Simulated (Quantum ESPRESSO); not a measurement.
# CrB2: energy over the lowest, antiferro q=(0,1/2,0) +- against volume, fitted and tested on a withheld row

System: CrB2, 1 Cr and 2 B in the cell, space group P6/mmm. From the study “How volume moves the moments of CrB2”.

Method: PBEsol; plane waves with GBRV 1.5 PBEsol potentials (Quantum ESPRESSO 7.5). Settings shared by all rows: cutoff 544.23 eV, fermi-dirac occupations, smearing width 0.1 eV.

Results; the value marked ? is withheld:

| volume (factor) | energy over the lowest, antiferro q=(0,1/2,0) +- (meV an atom) |
| --- | --- |
| 0.8 | 245.0 |
| 0.86 | 84.3 |
| 0.92 | 11.8 |
| 0.96 | 0.0 |
| 1 | 10.6 |
| 1.05 | 48.7 |
| 1.1 | ? |
| 1.16 | 199.3 |

Q: What energy over the lowest, antiferro q=(0,1/2,0) +- should the row at volume = 1.1 factor hold? Fit a suitable law to the other rows.

**Law.** Energy against volume follows the Birch–Murnaghan form, which is a polynomial in the Eulerian strain: third order, a cubic in t = (V/1)^(−2/3) − 1. In symbols, E = c0 + c1 t + c2 t² + c3 t³, with energy over the lowest, antiferro q=(0,1/2,0) +- in meV an atom.

**Fit.** Least squares on 7 rows gives c0 = 10.644, c1 = -754.252, c2 = 13462.3 and c3 = 2193.12.

| volume (factor) | t | computed | fit | computed − fit |
| --- | --- | --- | --- | --- |
| 0.8 | 0.1604 | 245.0 | 245.06 | -0.06 |
| 0.86 | 0.10578 | 84.3 | 84.08 | 0.22 |
| 0.92 | 0.057162 | 11.8 | 11.93 | -0.13 |
| 0.96 | 0.027588 | 0.0 | 0.13 | -0.13 |
| 1 | 0 | 10.6 | 10.64 | -0.04 |
| 1.05 | -0.032003 | 48.7 | 48.50 | 0.20 |
| 1.16 | -0.094209 | 199.3 | 199.35 | -0.05 |

The slope vanishes at t = 0.02782, so the minimum lies at V = 1 × (1 + t)^(−3/2) = 0.9597. That is the minimum of this magnetic state alone.

Shape and fractional positions are held, so this modulus can lie above that of a cell free to relax.

**Prediction.** At volume = 1.1 factor, t = -0.061564, so the law predicts 107.59 meV an atom. The computed value is 107.8 meV an atom, 0.21 above the prediction. The row lies between fitted rows, so this is an interpolation. The miss is 1.6 times the rms residual of the fit, 0.13.

[Hosts, paths, dates, database ids (printed as entryN), source tags and the programs' standing remarks are cut or masked in the printed files.]

[Where a cell is said to come from a database of computed structures, the database is the Materials Project.]
